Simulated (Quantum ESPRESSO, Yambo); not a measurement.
# NH4Br (P-43m): G0W0 with Yambo, start to end, part 3 of 3

How does a plane-wave GW calculation on NH4Br (P-43m) run from the first input to the gap?

Quantum ESPRESSO 7.5 and Yambo 5.3.0; PBEsol and many-body steps on it, plane waves. Known limits of the many-body steps: not at the basis limit; coarse k mesh.

So far. Step 3 (Bands along the symmetry lines): The gap is 4.024 eV, as in the run before at this level. Step 4 (Empty states on the mesh, 4×4×4 mesh, 170 bands): On this mesh the gap is 4.024 eV.

### Step 6. Screening and self-energy, 4×4×4 mesh, 170 bands, screening to 115.6 eV

Now the one-shot GW correction: screening in the RPA, then the self-energy of the levels asked for.

This step: G0W0 on PBEsol with spin-orbit coupling, plane waves, norm-conserving pseudopotentials.

File gw4.in:

```
HF_and_locXC
gw0
dyson
ppa
em1d
rim_cut
RandQpts= 1000000
RandGvec= 1 RL
EXXRLvcs= 72 Ry
VXCRLvcs= 288 Ry
Chimod= "HARTREE"
% BndsRnXp
 1 | 170 |
%
NGsBlkXp= 8.5 Ry
% LongDrXp
 1 | 1 | 1 |
%
% GbndRnge
 1 | 170 |
%
DysSolver= "n"
ExtendOut
PPAPntXp= 27.21138 eV
% QPkrange
 1 | 1 | 13 | 20 |
%
```

Command:

```
$ OMP_NUM_THREADS=1 mpirun -n 4 yambo -F gw4.in -J gw4 -C gw4 > gw4.log
```

Log:

```text
 Yambo, version 5.3.0

 [02] CORE Variables Setup
 =========================

  [... cell, symmetries and grids as in the set-up ...]

  [02.05] Energies & Occupations
  ==============================

  [X] === General ===
  [X] Electronic Temperature                        :  0.000000  0.000000 [eV K]
  [X] Bosonic    Temperature                        :  0.000000  0.000000 [eV K]
  [X] Finite Temperature mode                       : no
  [X] El. density                                   :  0.25000E+24 [cm-3]
  [X] Fermi Level                                   :  1.155084 [eV]

  [X] === Gaps and Widths ===
  [X] Conduction Band Min                           :  4.023560 [eV]
  [X] Valence Band Max                              :  0.000000 [eV]
  [X] Filled Bands                                  :  16
  [X] Empty Bands                                   :   17  170
  [X] Direct Gap                                    :  4.023560 [eV]
  [X] Direct Gap localized at k                     :  1
  [X] Indirect Gap                                  :  4.023560 [eV]
  [X] Indirect Gap between kpts                     :  1  1
  [X] Last valence band width                       :  1.421548 [eV]
  [X] 1st conduction band width                     :  3.649013 [eV]

 [03] Transferred momenta grid and indexing
 ==========================================

 IBZ Q-points                                      :  10
 BZ  Q-points                                      :   64

 K/Q-points units:
 rlu = crystal or reduced units; cc = cartesian coordinates; iku = interal k-units

 Q [ 1]         [rlu]:  0.000000  0.000000  0.000000
 Q [ 2]         [rlu]:  0.000000  0.000000  0.250000
 Q [ 3]         [rlu]:  0.000000  0.000000 -0.500000
 Q [ 4]         [rlu]:  0.000000  0.250000  0.250000
 Q [ 5]         [rlu]:  0.000000  0.250000 -0.500000
 Q [ 6]         [rlu]:  0.000000 -0.500000 -0.500000
 Q [ 7]         [rlu]:  0.250000  0.250000  0.250000
 Q [ 8]         [rlu]:  0.250000  0.250000 -0.500000
 Q [ 9]         [rlu]:  0.250000 -0.500000 -0.500000
 Q [10]         [rlu]: -0.500000 -0.500000 -0.500000

 [04] Coloumb potential Random Integration (RIM)
 ===============================================

  [04.01] RIM initialization
  ==========================

  * Diagonal components only detected *

  8 x (sBL volume)        :  0.071792 [a.u.]
  sBZ random points       :  1000000
  Points outside the sBZ  :   7992674
  RL volume               :  0.574332 [a.u.]
  Integrated volume       :  0.574858 [a.u.]

  [04.02] RIM integrals
  =====================

  Gamma point sphere radius             :  0.075389 [a.u.]
  Points outside the sphere             :   799758
  [Int_sBZ(q=0) 1/q^2]*(Vol_sBZ)^(-1/3) =:  7.677921
                                 should be <:  7.795600

  Summary of Coulomb integrals for non-metallic bands |Q|[au] RIM/Bare

  Q [1] 0.100000E-4 0.984904 * Q [2] 0.207807 1.050352
  Q [4] 0.293884 1.049366 * Q [7] 0.359933 1.034451
  Q [3] 0.415615 1.019613 * Q [5] 0.464671 1.017741
  Q [8] 0.509022 1.015471 * Q [6] 0.587768 1.012059
  Q [9] 0.623422 1.010860 * Q [10] 0.719866 1.008585

 [05] Dipoles
 ============

  [05.01] Setup: observables and procedures
  =========================================

  [WARNING] [x,Vnl] slows the Dipoles computation. To neglect it rename the ns.kb_pp file

 [06] Dynamic Dielectric Matrix (PPA)
 ====================================

 [WR./gw4//ndb.pp]---------------------------------------------------------------
  Brillouin Zone Q/K grids (IBZ/BZ)                :   10   64   10   64
  RL vectors                                       :   5575 [WF]
  Coulomb cutoff potential                         : none
  Electronic Temperature                           :  0.000000 [K]
  Bosonic    Temperature                           :  0.000000 [K]
  PPA    diel. fun.  energies                      : Perdew, Burke & Ernzerhof SOL(X)+Perdew, Burke & Ernzerhof SOL(C)
  wavefunctions                                    : Perdew, Burke & Ernzerhof SOL(X)+Perdew, Burke & Ernzerhof SOL(C)
  Global Gauge                                     : length
  X matrix size                                    :  179
  X band range                                     :    1  170
  X e/h energy range                               : -1.000000 -1.000000 [eV]
  X Time ordering                                  : R
  X Hxc Kernel                                     : HARTREE
  X Drude frequency                                :  0.000000  0.000000
  X poles                                          :  100.0000 [o/o]
  RL vectors in the sum                            :   5575
  [r,Vnl] included                                 : yes
  Field direction                                  :  0.577350E-5  0.577350E-5  0.577350E-5
  BZ energy Double Grid                            : no
  BZ energy DbGd points                            : 0
  BZ Q point size factor                           : -1.000000
  X Optical Averaged directions                    : none

 [07] Local Exchange-Correlation + Non-Local Fock
 ================================================

 [VXC] Plane waves :   35585
 [EXS] Plane waves :   4553

 QP @ state[ 1 ] K range:  1  1
 QP @ state[ 1 ] b range:  13  20

 [xc] Functional : Perdew, Burke & Ernzerhof SOL(X)+Perdew, Burke & Ernzerhof SOL(C)
 [xc] LIBXC used to calculate xc functional
  PP Number of Atomic Species                      :  3
  NLCC RL compoments                               :   35585
  PP Number of Atomic Species                      :  3
  NLCC RL compoments                               :   35585

 [xc] E_xc :  -6.509354 [Ha]
      E_xc :  -13.01871 [Ry]

  Local XC kind (lXC) : Perdew, Burke & Ernzerhof SOL(X)+Perdew, Burke & Ernzerhof SOL(C)
  Non-Local XC kind (nlXC) : Hartree-Fock

  Corrections @ K [1] :  [eV]
 <13|nlXC|13> = -16.54606 -0.31495E-17 <13|lXC|13> = -12.94778  0.18882E-15
 <14|nlXC|14> = -16.54601  0.47522E-17 <14|lXC|14> = -12.94778  0.26552E-16
 <15|nlXC|15> = -16.54605  0.12064E-16 <15|lXC|15> = -12.94778 -0.94408E-16
 <16|nlXC|16> = -16.54601  0.62844E-18 <16|lXC|16> = -12.94778  0.000000
 <17|nlXC|17> = -5.015626 -0.10276E-18 <17|lXC|17> = -9.267315  0.76707E-16
 <18|nlXC|18> = -5.015626  0.24747E-17 <18|lXC|18> = -9.267315  0.33043E-15
 <19|nlXC|19> = -2.999760  0.22248E-18 <19|lXC|19> = -7.168191  0.000000
 <20|nlXC|20> = -2.999758  0.87963E-18 <20|lXC|20> = -7.168191  0.35403E-16

 [08] Dyson equation: Newton solver
 ==================================

  [08.01] G0W0 (W PPA)
  ====================

  [  GW  ] Bands range     :    1  170
  [GW/PPA] G damping       :  0.100000 [eV]

  QP @ state[ 1 ] K range:  1  1
  QP @ state[ 1 ] b range:  13  20

   Sc/G bands                                       :    1  170
   Sc/G damping                                     :  0.100000 ev
   Sc bands terminator                              : no
   Sx RL components                                 :   4553

   QP @ state[ 1 ] K range                          :  1  1
   QP @ state[ 1 ] b range                          :  13  20
   GF energies kind                                 : Perdew, Burke & Ernzerhof SOL(X)+Perdew, Burke & Ernzerhof SOL(C)
   GF WF`s kind                                     : Perdew, Burke & Ernzerhof SOL(X)+Perdew, Burke & Ernzerhof SOL(C)
   Xs energies kind                                 : Perdew, Burke & Ernzerhof SOL(X)+Perdew, Burke & Ernzerhof SOL(C)
   Xs WF`s kind                                     : Perdew, Burke & Ernzerhof SOL(X)+Perdew, Burke & Ernzerhof SOL(C)

 [11] Game Over & Game summary
```

Elapsed: 2.4 min, on 4 MPI ranks of Arm Neoverse V2, shared host; peak memory 2.6 GiB.

Numbers from this step:

| Item | Value |
| --- | --- |
| G0W0 gap on the points computed | 6.345 eV |
| starting gap on the mesh | 4.024 eV |
| k of the valence top | 0, 0, 0 |
| k of the conduction bottom | 0, 0, 0 |
| least direct G0W0 gap on the computed points | 6.345 eV |
| Z at the valence top | 0.8201 |
| Z at the conduction bottom | 0.8539 |

The gap on the mesh goes from 4.02 eV to 6.35 eV, a correction of +2.32 eV.

Limits: finite bands, cutoff and mesh; coarse k mesh. v1 is the top filled band, c1 the lowest empty one. The levels before and after the correction (eV, zero at the valence-band top of each column):

```
           conduction bottom  valence top
Kohn-Sham               4.02         0.00
     G0W0               6.35         0.00
```

```csv
,level,energy (eV)
Kohn-Sham,Γ v4-v1,0.000
Kohn-Sham,Γ c1-c2,4.024
Kohn-Sham,Γ c3-c4,6.723
G0W0,Γ v4-v1,0.000
G0W0,Γ c1-c2,6.345
G0W0,Γ c3-c4,8.923
```

### Step 7. Where the time went

Times are wall times on the hardware named with each run, good to a factor of about two.

```
                          step     time  share  memory (GiB)
                  ground state     19 s    9 %          0.52
bands along the symmetry lines     15 s    7 %          0.34
      empty states on the mesh     40 s   18 %          0.74
         conversion and set-up    2.7 s    1 %          0.25
     screening and self-energy  2.4 min   65 %           2.6
```

### Step 8. Outcome

| Item | Value |
| --- | --- |
| PBEsol gap | 4.02 eV, direct |
| G0W0 gap on the mesh | 6.35 eV |
| GW settings | 4×4×4 mesh, 170 bands, screening to 115.6 eV, Godby-Needs plasmon pole |
| known limits | not at the basis limit; coarse k mesh |

**Reading.** G0W0 moves the gap on the mesh from 4.02 eV to 6.35 eV (+2.32 eV), with Z of 0.82 and 0.85 at the edges. Only 1 of the mesh's irreducible points was corrected, so a valley elsewhere could overtake. The dearest step here is «screening and self-energy». Bands and cutoff are finite, so the gap is not at the basis limit. The miss can reach some tenths of an eV and take either sign; the mesh is an error of its own. In the G0W0 run levels were corrected at 1 k point alone, so a gap called «on the mesh» is the least over those, and an edge elsewhere would be missed. The 4×4×4 mesh is coarse for this cell, which bears on the long-range parts of exchange and screening.

[Paths, hosts, dates, memory and timing lines, banners, echoed tables and standing remarks are left out of the program output.]

[Logs are printed without paths, hosts, clocks, repeated set-up lines and the standing remarks that a program may print on its own settings, such as how far it seeks lower states.]

[Runs of the session that timed out or met a known fault of the program may be left out.]

[Hosts, paths, dates, database ids (printed as entryN), source tags and the programs' standing remarks are cut or masked in the printed files.]
